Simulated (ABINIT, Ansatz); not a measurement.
# KSnH3 (Pm-3m): zone-centre phonons, part 4 of 4

Which modes does KSnH3 (Pm-3m) have at the zone centre?

ABINIT 10.8.3; DFT PBEsol, scalar-relativistic, plane waves, PseudoDojo norm-conserving pseudopotentials.

So far. Step 4 (Zone-centre response): The acoustic modes at Γ come out as far as 2.1 cm⁻¹ from zero, where they should vanish, a small numerical error. The lowest optical mode is imaginary, 1185i cm⁻¹, an instability at this level and on this k mesh. Step 5 (Zone-centre analysis): The rule moves no optical mode by more than 0.2 cm⁻¹. The relaxed cell has a = 4.310 Å (conventional setting).

The structure was built from a prototype and need not be the compound's stable phase.

### Step 6. Sum rules set otherwise (asr 0)

Without the rule the raw error of the acoustic modes shows.

anaddb.abi

```
ddb_filepath "gamma_DDB"
output_file "anaddb.abo"
outdata_prefix "anaddb"
asr 0
chneut 0
enunit 2
eivec 1
nph1l 1
qph1l 0.0 0.0 0.0 1.0
```

mrgddb.in

```
gamma_DDB
merged
2
dfpt_gammao_DDB
gso_DDB
```

On the command line:

```console
$ mrgddb < mrgddb.in > mrgddb.log
$ OMP_NUM_THREADS=1 anaddb anaddb.abi > anaddb.log
```

anaddb.abo, the main output file:

```text
-outvars_anaddb: echo values of input variables ----------------------

 Miscellaneous information :
      enunit         2
       eivec         1
      chneut         0
 First list of wavevector (reduced coord.) :
       nph1l         1
       qph1l
                     0.00000000E+00  0.00000000E+00  0.00000000E+00    1.000E+00

================================================================================

 read the DDB information and perform some checks

  ==== Info on the Cryst% object ====
 Real(R)+Recip(G) space primitive vectors, cartesian coordinates (Bohr,Bohr^-1):
 R(1)=  8.1453485  0.0000000  0.0000000  G(1)=  0.1227695  0.0000000  0.0000000
 R(2)=  0.0000000  8.1453485  0.0000000  G(2)=  0.0000000  0.1227695  0.0000000
 R(3)=  0.0000000  0.0000000  8.1453485  G(3)=  0.0000000  0.0000000  0.1227695
 Unit cell volume ucvol=  5.4041701E+02 bohr^3
 Angles (23,13,12)=  9.00000000E+01  9.00000000E+01  9.00000000E+01 degrees
 Time-reversal symmetry is present
 Reduced atomic positions [iatom, xred, symbol]:
    1)    0.0000000  0.0000000  0.0000000   K
    2)    0.5000000  0.5000000  0.5000000  Sn
    3)    0.5000000  0.5000000  0.0000000   H
    4)    0.5000000  0.0000000  0.5000000   H
    5)    0.0000000  0.5000000  0.5000000   H

 DDB file with 3 blocks has been read.

================================================================================

 Treat the first list of vectors

  Phonon wavevector (reduced coordinates) :  0.00000  0.00000  0.00000
 Phonon energies in Hartree :
  -5.397705E-03 -5.397705E-03 -5.397705E-03 -9.720064E-06 -9.720064E-06
  -9.720063E-06  3.427459E-04  3.427459E-04  3.427459E-04  2.190411E-03
   2.190411E-03  2.190411E-03  2.421188E-03  2.421188E-03  2.421188E-03
 Phonon energies in meV     :
- -1.468790E+02 -1.468790E+02 -1.468790E+02 -2.644964E-01 -2.644964E-01
- -2.644964E-01  9.326590E+00  9.326590E+00  9.326590E+00  5.960411E+01
-  5.960411E+01  5.960411E+01  6.588387E+01  6.588387E+01  6.588387E+01
 Phonon frequencies in cm-1    :
- -1.184659E+03 -1.184659E+03 -1.184659E+03 -2.133308E+00 -2.133307E+00
- -2.133307E+00  7.522402E+01  7.522402E+01  7.522402E+01  4.807396E+02
-  4.807396E+02  4.807396E+02  5.313892E+02  5.313892E+02  5.313892E+02
 Phonon frequencies in Thz     :
- -3.551519E+01 -3.551519E+01 -3.551519E+01 -6.395495E-02 -6.395495E-02
- -6.395494E-02  2.255159E+00  2.255159E+00  2.255159E+00  1.441221E+01
-  1.441221E+01  1.441221E+01  1.593065E+01  1.593065E+01  1.593065E+01
 Phonon energies in Kelvin  :
- -1.704460E+03 -1.704460E+03 -1.704460E+03 -3.069354E+00 -3.069353E+00
- -3.069353E+00  1.082306E+02  1.082306E+02  1.082306E+02  6.916770E+02
-  6.916770E+02  6.916770E+02  7.645505E+02  7.645505E+02  7.645505E+02

 Eigendisplacements
 (will be given, for each mode : in cartesian coordinates
   for each atom the real part of the displacement vector,
   then the imaginary part of the displacement vector - absolute values smaller than 1.0d-7 are set to zero)
  Mode number    1   Energy   -5.397705E-03
 Attention : low frequency mode.
   (Could be unstable or acoustic mode)
-  1  8.08969057E-05  0.00000000E+00  0.00000000E+00
-     0.00000000E+00  0.00000000E+00  0.00000000E+00
-  2  1.59674739E-04  0.00000000E+00  0.00000000E+00
-     0.00000000E+00  0.00000000E+00  0.00000000E+00
-  3  6.47658551E-04  0.00000000E+00  0.00000000E+00
-     0.00000000E+00  0.00000000E+00  0.00000000E+00
-  4  6.47658551E-04 -8.66352932E-07  0.00000000E+00
-     0.00000000E+00  0.00000000E+00  0.00000000E+00
-  5 -2.32414054E-02  0.00000000E+00  0.00000000E+00
-     0.00000000E+00  0.00000000E+00  0.00000000E+00
  Mode number    2   Energy   -5.397705E-03
 Attention : low frequency mode.
   (Could be unstable or acoustic mode)
-  1  0.00000000E+00 -8.08969057E-05  0.00000000E+00
-     0.00000000E+00  0.00000000E+00  0.00000000E+00
-  2  0.00000000E+00 -1.59674739E-04  0.00000000E+00
-     0.00000000E+00  0.00000000E+00  0.00000000E+00
-  3  0.00000000E+00 -6.47658551E-04  0.00000000E+00
-     0.00000000E+00  0.00000000E+00  0.00000000E+00
-  4  0.00000000E+00  2.32414054E-02  0.00000000E+00
-     0.00000000E+00  0.00000000E+00  0.00000000E+00
-  5 -8.66352932E-07 -6.47658551E-04  0.00000000E+00
-     0.00000000E+00  0.00000000E+00  0.00000000E+00
  Mode number    3   Energy   -5.397705E-03
 Attention : low frequency mode.
   (Could be unstable or acoustic mode)
-  1  0.00000000E+00  0.00000000E+00  8.08969057E-05
-     0.00000000E+00  0.00000000E+00  0.00000000E+00
-  2  0.00000000E+00  0.00000000E+00  1.59674739E-04
-     0.00000000E+00  0.00000000E+00  0.00000000E+00
-  3  0.00000000E+00  0.00000000E+00 -2.32414054E-02
-     0.00000000E+00  0.00000000E+00  0.00000000E+00
-  4  0.00000000E+00  0.00000000E+00  6.47658551E-04
-     0.00000000E+00  0.00000000E+00  0.00000000E+00
-  5  0.00000000E+00  0.00000000E+00  6.47658551E-04
-     0.00000000E+00  0.00000000E+00  0.00000000E+00
  Mode number    4   Energy   -9.720064E-06
 Attention : low frequency mode.
   (Could be unstable or acoustic mode)
-  1  0.00000000E+00  0.00000000E+00  1.85832312E-03
-     0.00000000E+00  0.00000000E+00  0.00000000E+00
-  2  0.00000000E+00  0.00000000E+00  1.84316945E-03
-     0.00000000E+00  0.00000000E+00  0.00000000E+00
-  3  0.00000000E+00  0.00000000E+00  1.84494635E-03
-     0.00000000E+00  0.00000000E+00  0.00000000E+00
-  4  0.00000000E+00  0.00000000E+00  1.84175769E-03
-     0.00000000E+00  0.00000000E+00  0.00000000E+00
-  5  0.00000000E+00  0.00000000E+00  1.84175769E-03
-     0.00000000E+00  0.00000000E+00  0.00000000E+00
  Mode number    5   Energy   -9.720064E-06
 Attention : low frequency mode.
   (Could be unstable or acoustic mode)
-  1  0.00000000E+00  1.85832312E-03  0.00000000E+00
-     0.00000000E+00  0.00000000E+00  0.00000000E+00
-  2  0.00000000E+00  1.84316945E-03  0.00000000E+00
-     0.00000000E+00  0.00000000E+00  0.00000000E+00
-  3  0.00000000E+00  1.84175769E-03  0.00000000E+00
-     0.00000000E+00  0.00000000E+00  0.00000000E+00
-  4  0.00000000E+00  1.84494634E-03  0.00000000E+00
-     0.00000000E+00  0.00000000E+00  0.00000000E+00
-  5  0.00000000E+00  1.84175769E-03  0.00000000E+00
-     0.00000000E+00  0.00000000E+00  0.00000000E+00
  Mode number    6   Energy   -9.720063E-06
 Attention : low frequency mode.
   (Could be unstable or acoustic mode)
-  1  1.85832312E-03  0.00000000E+00  0.00000000E+00
-     0.00000000E+00  0.00000000E+00  0.00000000E+00
-  2  1.84316945E-03  0.00000000E+00  0.00000000E+00
-     0.00000000E+00  0.00000000E+00  0.00000000E+00
-  3  1.84175769E-03  0.00000000E+00  0.00000000E+00
-     0.00000000E+00  0.00000000E+00  0.00000000E+00
-  4  1.84175769E-03  0.00000000E+00  0.00000000E+00
-     0.00000000E+00  0.00000000E+00  0.00000000E+00
-  5  1.84494634E-03  0.00000000E+00  0.00000000E+00
-     0.00000000E+00  0.00000000E+00  0.00000000E+00
  Mode number    7   Energy    3.427459E-04
-  1  0.00000000E+00  0.00000000E+00 -3.25056284E-03
-     0.00000000E+00  0.00000000E+00  0.00000000E+00
-  2  0.00000000E+00  0.00000000E+00  1.05124570E-03
-     0.00000000E+00  0.00000000E+00  0.00000000E+00
-  3  0.00000000E+00  0.00000000E+00  4.90526583E-04
-     0.00000000E+00  0.00000000E+00  0.00000000E+00
-  4  0.00000000E+00  0.00000000E+00  1.41391110E-03
-     0.00000000E+00  0.00000000E+00  0.00000000E+00
-  5  0.00000000E+00  0.00000000E+00  1.41391110E-03
-     0.00000000E+00  0.00000000E+00  0.00000000E+00
  Mode number    8   Energy    3.427459E-04
-  1  0.00000000E+00  3.25056284E-03  0.00000000E+00
-     0.00000000E+00  0.00000000E+00  0.00000000E+00
-  2  0.00000000E+00 -1.05124570E-03  0.00000000E+00
-     0.00000000E+00  0.00000000E+00  0.00000000E+00
-  3  0.00000000E+00 -1.41391110E-03  0.00000000E+00
-     0.00000000E+00  0.00000000E+00  0.00000000E+00
-  4  0.00000000E+00 -4.90526583E-04  0.00000000E+00
-     0.00000000E+00  0.00000000E+00  0.00000000E+00
-  5  0.00000000E+00 -1.41391110E-03  0.00000000E+00
-     0.00000000E+00  0.00000000E+00  0.00000000E+00
  Mode number    9   Energy    3.427459E-04
-  1  3.25056284E-03  0.00000000E+00  0.00000000E+00
-     0.00000000E+00  0.00000000E+00  0.00000000E+00
-  2 -1.05124570E-03  0.00000000E+00  0.00000000E+00
-     0.00000000E+00  0.00000000E+00  0.00000000E+00
-  3 -1.41391110E-03  0.00000000E+00  0.00000000E+00
-     0.00000000E+00  0.00000000E+00  0.00000000E+00
-  4 -1.41391110E-03  0.00000000E+00  0.00000000E+00
-     0.00000000E+00  0.00000000E+00  0.00000000E+00
-  5 -4.90526583E-04  0.00000000E+00  0.00000000E+00
-     0.00000000E+00  0.00000000E+00  0.00000000E+00
  Mode number   10   Energy    2.190411E-03
-  1  0.00000000E+00  0.00000000E+00  0.00000000E+00
-     0.00000000E+00  0.00000000E+00  0.00000000E+00
-  2  0.00000000E+00  0.00000000E+00  0.00000000E+00
-     0.00000000E+00  0.00000000E+00  0.00000000E+00
-  3  0.00000000E+00  3.36506021E-07  0.00000000E+00
-     0.00000000E+00  0.00000000E+00  0.00000000E+00
-  4  0.00000000E+00  0.00000000E+00  1.64963404E-02
-     0.00000000E+00  0.00000000E+00  0.00000000E+00
-  5  0.00000000E+00 -3.36506021E-07 -1.64963404E-02
-     0.00000000E+00  0.00000000E+00  0.00000000E+00
  Mode number   11   Energy    2.190411E-03
-  1  0.00000000E+00  0.00000000E+00  0.00000000E+00
-     0.00000000E+00  0.00000000E+00  0.00000000E+00
-  2  0.00000000E+00  0.00000000E+00  0.00000000E+00
-     0.00000000E+00  0.00000000E+00  0.00000000E+00
-  3  6.68488935E-07  1.64963404E-02  0.00000000E+00
-     0.00000000E+00  0.00000000E+00  0.00000000E+00
-  4 -6.68488935E-07  0.00000000E+00 -3.36506021E-07
-     0.00000000E+00  0.00000000E+00  0.00000000E+00
-  5  0.00000000E+00 -1.64963404E-02  3.36506021E-07
-     0.00000000E+00  0.00000000E+00  0.00000000E+00
  Mode number   12   Energy    2.190411E-03
-  1  0.00000000E+00  0.00000000E+00  0.00000000E+00
-     0.00000000E+00  0.00000000E+00  0.00000000E+00
-  2  0.00000000E+00  0.00000000E+00  0.00000000E+00
-     0.00000000E+00  0.00000000E+00  0.00000000E+00
-  3  1.64963404E-02 -6.68488935E-07  0.00000000E+00
-     0.00000000E+00  0.00000000E+00  0.00000000E+00
-  4 -1.64963404E-02  0.00000000E+00  0.00000000E+00
-     0.00000000E+00  0.00000000E+00  0.00000000E+00
-  5  0.00000000E+00  6.68488935E-07  0.00000000E+00
-     0.00000000E+00  0.00000000E+00  0.00000000E+00
  Mode number   13   Energy    2.421188E-03
-  1  0.00000000E+00  0.00000000E+00 -6.86937853E-05
-     0.00000000E+00  0.00000000E+00  0.00000000E+00
-  2  0.00000000E+00  0.00000000E+00  3.05433651E-04
-     0.00000000E+00  0.00000000E+00  0.00000000E+00
-  3  0.00000000E+00  1.14370410E-07 -6.71659328E-04
-     0.00000000E+00  0.00000000E+00  0.00000000E+00
-  4  0.00000000E+00  0.00000000E+00 -1.63192699E-02
-     0.00000000E+00  0.00000000E+00  0.00000000E+00
-  5  0.00000000E+00  1.14370410E-07 -1.63192699E-02
-     0.00000000E+00  0.00000000E+00  0.00000000E+00
  Mode number   14   Energy    2.421188E-03
-  1  0.00000000E+00 -6.86937850E-05  0.00000000E+00
-     0.00000000E+00  0.00000000E+00  0.00000000E+00
-  2  0.00000000E+00  3.05433650E-04  0.00000000E+00
-     0.00000000E+00  0.00000000E+00  0.00000000E+00
-  3  1.44304377E-06 -1.63192699E-02  0.00000000E+00
-     0.00000000E+00  0.00000000E+00  0.00000000E+00
-  4  1.44304377E-06 -6.71659325E-04 -1.14366496E-07
-     0.00000000E+00  0.00000000E+00  0.00000000E+00
-  5  0.00000000E+00 -1.63192699E-02 -1.14366496E-07
-     0.00000000E+00  0.00000000E+00  0.00000000E+00
  Mode number   15   Energy    2.421188E-03
-  1  6.86937850E-05  0.00000000E+00  0.00000000E+00
-     0.00000000E+00  0.00000000E+00  0.00000000E+00
-  2 -3.05433650E-04  0.00000000E+00  0.00000000E+00
-     0.00000000E+00  0.00000000E+00  0.00000000E+00
-  3  1.63192699E-02  1.44304346E-06  0.00000000E+00
-     0.00000000E+00  0.00000000E+00  0.00000000E+00
-  4  1.63192699E-02  0.00000000E+00  0.00000000E+00
-     0.00000000E+00  0.00000000E+00  0.00000000E+00
-  5  6.71659326E-04  1.44304346E-06  0.00000000E+00
-     0.00000000E+00  0.00000000E+00  0.00000000E+00

 Analysis of degeneracies and characters (maximum tolerance=1.00E-06 a.u.)
 For each vibration mode, or group of modes if degenerate,
 the characters are given for each symmetry operation (see the list in the log file).
 Symmetry characters of vibration mode #   1
       degenerate with vibration modes #   2 to    3
  3.0 -3.0 -1.0  1.0 -1.0  1.0 -1.0  1.0  1.0 -1.0 -1.0  1.0  1.0 -1.0 -1.0  1.0
  0.0 -0.0 -0.0  0.0 -0.0  0.0  0.0 -0.0  1.0 -1.0 -1.0  1.0 -1.0  1.0  1.0 -1.0
  0.0 -0.0 -0.0  0.0  0.0 -0.0 -0.0  0.0  1.0 -1.0  1.0 -1.0 -1.0  1.0 -1.0  1.0
 Symmetry characters of vibration mode #   4
       degenerate with vibration modes #   5 to    6
  3.0 -3.0 -1.0  1.0 -1.0  1.0 -1.0  1.0  1.0 -1.0 -1.0  1.0  1.0 -1.0 -1.0  1.0
 -0.0  0.0 -0.0  0.0  0.0 -0.0  0.0 -0.0  1.0 -1.0 -1.0  1.0 -1.0  1.0  1.0 -1.0
 -0.0  0.0  0.0 -0.0  0.0 -0.0 -0.0  0.0  1.0 -1.0  1.0 -1.0 -1.0  1.0 -1.0  1.0
 Symmetry characters of vibration mode #   7
       degenerate with vibration modes #   8 to    9
  3.0 -3.0 -1.0  1.0 -1.0  1.0 -1.0  1.0  1.0 -1.0 -1.0  1.0  1.0 -1.0 -1.0  1.0
  0.0 -0.0  0.0 -0.0 -0.0  0.0 -0.0  0.0  1.0 -1.0 -1.0  1.0 -1.0  1.0  1.0 -1.0
  0.0 -0.0 -0.0  0.0 -0.0  0.0  0.0 -0.0  1.0 -1.0  1.0 -1.0 -1.0  1.0 -1.0  1.0
 Symmetry characters of vibration mode #  10
       degenerate with vibration modes #  11 to   12
  3.0 -3.0 -1.0  1.0 -1.0  1.0 -1.0  1.0 -1.0  1.0  1.0 -1.0 -1.0  1.0  1.0 -1.0
  0.0 -0.0  0.0 -0.0 -0.0  0.0 -0.0  0.0 -1.0  1.0  1.0 -1.0  1.0 -1.0 -1.0  1.0
  0.0 -0.0 -0.0  0.0 -0.0  0.0  0.0 -0.0 -1.0  1.0 -1.0  1.0  1.0 -1.0  1.0 -1.0
 Symmetry characters of vibration mode #  13
       degenerate with vibration modes #  14 to   15
  3.0 -3.0 -1.0  1.0 -1.0  1.0 -1.0  1.0  1.0 -1.0 -1.0  1.0  1.0 -1.0 -1.0  1.0
 -0.0  0.0 -0.0  0.0  0.0 -0.0  0.0 -0.0  1.0 -1.0 -1.0  1.0 -1.0  1.0  1.0 -1.0
 -0.0  0.0  0.0 -0.0  0.0 -0.0 -0.0  0.0  1.0 -1.0  1.0 -1.0 -1.0  1.0 -1.0  1.0
-
```

Wall time 0.72 s (1 thread of Intel Xeon at 2.70GHz, shared host).

Zone-centre frequencies as printed; negative means imaginary. Modes:

| mode | frequency (cm⁻¹) |
| --- | --- |
| 1 | -1185 |
| 2 | -1185 |
| 3 | -1185 |
| 4 | -2.13 |
| 5 | -2.13 |
| 6 | -2.13 |
| 7 | 75.22 |
| 8 | 75.22 |
| 9 | 75.22 |
| 10 | 480.7 |
| 11 | 480.7 |
| 12 | 480.7 |
| 13 | 531.4 |
| 14 | 531.4 |
| 15 | 531.4 |

### Step 7. Outcome

| Quantity | Value |
| --- | --- |
| space group after relaxation | Pm-3m |
| volume per atom | 16.0 Å³ |
| highest optical zone-centre mode (no LO-TO term) | 531.4 cm⁻¹ |
| lowest optical zone-centre mode | -1185 cm⁻¹ |
| imaginary optical modes at the zone centre (no q mesh in this session) | yes |

What this shows: At the PBEsol level the optical modes of KSnH3 (Pm-3m) at the zone centre run from 1185i to 531 cm⁻¹, so the structure is a saddle point, with 3 modes beyond 10i cm⁻¹ there. These are harmonic frequencies at zero temperature: anharmonic shifts and linewidths and thermal expansion are left out. In a metal the frequencies hang on the k mesh and the smearing, most of all near Kohn anomalies. The structure is a hypothetical one, built on a prototype.

[Host names and launcher messages were left out of these logs when they were recorded.]

[Logs are printed without paths, hosts, clocks, repeated set-up lines and the standing remarks that a program may print on its own settings, such as how far it seeks lower states.]

[Hosts, paths, dates, database ids (printed as entryN), source tags and the programs' standing remarks are cut or masked in the printed files.]
